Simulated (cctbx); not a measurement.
# From intensities to atoms

Cell a = 3.6500 Å, b = 3.6500 Å, c = 18.5190 Å, α = 90.00°, β = 90.00°, γ = 120.00°; space group R-3m (no. 166); content Cu3 S6 Na3.

Simulated single-crystal data (cctbx): Mo Kα, λ = 0.71073 Å, to d = 0.75 Å, 70 % of the full sphere, strongest reflection 70000 counts, noise from counting, a 1.5 % proportional error and a noise floor of 4 counts (s.d.); no absorption.

Charge flipping in P1 on plain amplitudes to 0.9 Å, δ = 1.2 σ, 30 % of the reflections treated as weak, 300 cycles:

```text
cycle      R  skewness
    0  0.499     0.33
   25  0.250     3.28
   50  0.225     3.32
   75  0.194     3.15
  100  0.183     3.19
  125  0.196     3.03
  150  0.203     3.12
  175  0.197     3.05
  200  0.162     2.89
  225  0.193     3.02
  250  0.182     2.92
  275  0.170     3.01
origin shift          correlation  skewness
 0.036  0.360  0.364      0.965      6.20
 0.039  0.364 -0.007      0.966      5.89
 0.039  0.364 -0.007      0.966      5.89
 0.046  0.371  0.129      0.958      5.35
taken: symmetry correlation 0.965, skewness 6.20
peak      x       y       z  mult  height/sigma
Q1    0.0000  0.0000  0.5000    3     14.9
Q2    0.0000  0.0000  0.2319    6      7.3
Q3    0.0000  0.0000  0.0000    3      3.3
Q4    0.0000  0.0000  0.1332    6      1.1
Q5    0.0866  0.5433  0.3731   18      0.6
Q6    0.1412  0.2824  0.4507   18      0.5
Q7    0.0424  0.5212  0.5696   18      0.5
Q8    0.0000  0.5000  0.5000    9      0.5
```

The origin is taken among those within 0.04 of the best correlation, by the skewness of the map.

It took 0.33 s on 1 thread of Arm Neoverse V2, with other jobs on the host, peak memory 0.07 GiB.

**Question.** Which peaks are atoms, and which elements?

Heights go roughly as Z and multiplicities must add up to the content. First model: Q1 = Cu1 (3 in the cell, height 14.9), Q2 = S1 (6 in the cell, height 7.3) and Q3 = Na1 (3 in the cell, height 3.3). Against the true structure, Q1 is Cu, Q2 is S and Q3 is Na; the other peaks are not atoms.

Least squares on F², isotropic:

```text
Rint 0.014, 87 unique reflections to 0.76 A
cycle     R1     wR2    GooF  max shift (A)
   1  0.0529  0.1520  13.823   0.01254
   2  0.0082  0.0188   1.710   0.00000
final R1 0.0082 wR2 0.0188 GooF 1.710  parameters 4  data/parameter 21.8
atom        x        y        z      Ueq    occ   su(xyz)  su(Uiso or U11)
Cu1    0.00000  0.00000  0.50000   0.0176  1.000  0.00000  0.0001
S1     0.00000  0.00000  0.23258   0.0153  1.000  0.00002  0.0001
Na1    0.00000  0.00000  0.00000   0.0267  1.000  0.00000  0.0003
difference map: max 0.22 min -0.47 rms 0.04
Q1    0.0000  0.0000  0.0000    3    0.22  0.00 A from Na1
Q2    0.0000  0.0000  0.3496    6    0.08  2.13 A from Na1
Q3    0.0000  0.0000  0.3959    6    0.07  1.93 A from Cu1
Q4    0.9980  0.2861  0.3638   36    0.06  1.42 A from Na1
Q5    0.1022  0.2044  0.7294   18    0.06  0.96 A from S1
```

Anisotropic refinement:

```text
Rint 0.014, 87 unique reflections to 0.76 A
cycle     R1     wR2    GooF  max shift (A)
   1  0.0082  0.0188   1.743   0.00001
   2  0.0046  0.0099   0.916   0.00000
final R1 0.0046 wR2 0.0099 GooF 0.916  parameters 7  data/parameter 12.4
atom        x        y        z      Ueq    occ   su(xyz)  su(Uiso or U11)
Cu1    0.00000  0.00000  0.50000   0.0175  1.000  0.00000  0.0001
S1     0.00000  0.00000  0.23258   0.0153  1.000  0.00001  0.0001
Na1    0.00000  0.00000  0.00000   0.0267  1.000  0.00000  0.0002
difference map: max 0.05 min -0.11 rms 0.02
Q1    0.0000  0.0000  0.3494    6    0.06  2.13 A from Na1
Q2    0.0000  0.0000  0.3947    6    0.05  1.95 A from Cu1
Q3    0.1000  0.2001  0.3158   18    0.05  1.67 A from S1
Q4    0.1027  0.2055  0.6970   18    0.05  1.46 A from S1
Q5    0.0984  0.1968  0.7314   18    0.05  0.91 A from S1
Q6    0.9874  0.3107  0.3651   36    0.05  1.35 A from Na1
```

**Reading.** The refinement ends at R1 = 0.0046, wR2 = 0.0099, GooF = 0.92, with difference density between -0.11 and 0.05 e/Å³. Every site matches the true model in element, within 0.001 Å r.m.s., up to an allowed shift of origin.

True model:

```csv
atom,mult.,x,y,z,Ueq (Å²)
Cu1,3,0,0,0,0.0175
S1,6,1/3,2/3,0.9341,0.0153
Na1,3,2/3,1/3,5/6,0.0268
```

The model is made up (kin elements in a known structure type, no relaxation), so it says nothing on whether the phase exists.

[Middle refinement cycles are left out of these outputs.]

[Logs are printed without paths, hosts, clocks, repeated set-up lines and the standing remarks that a program may print on its own settings, such as how far it seeks lower states.]
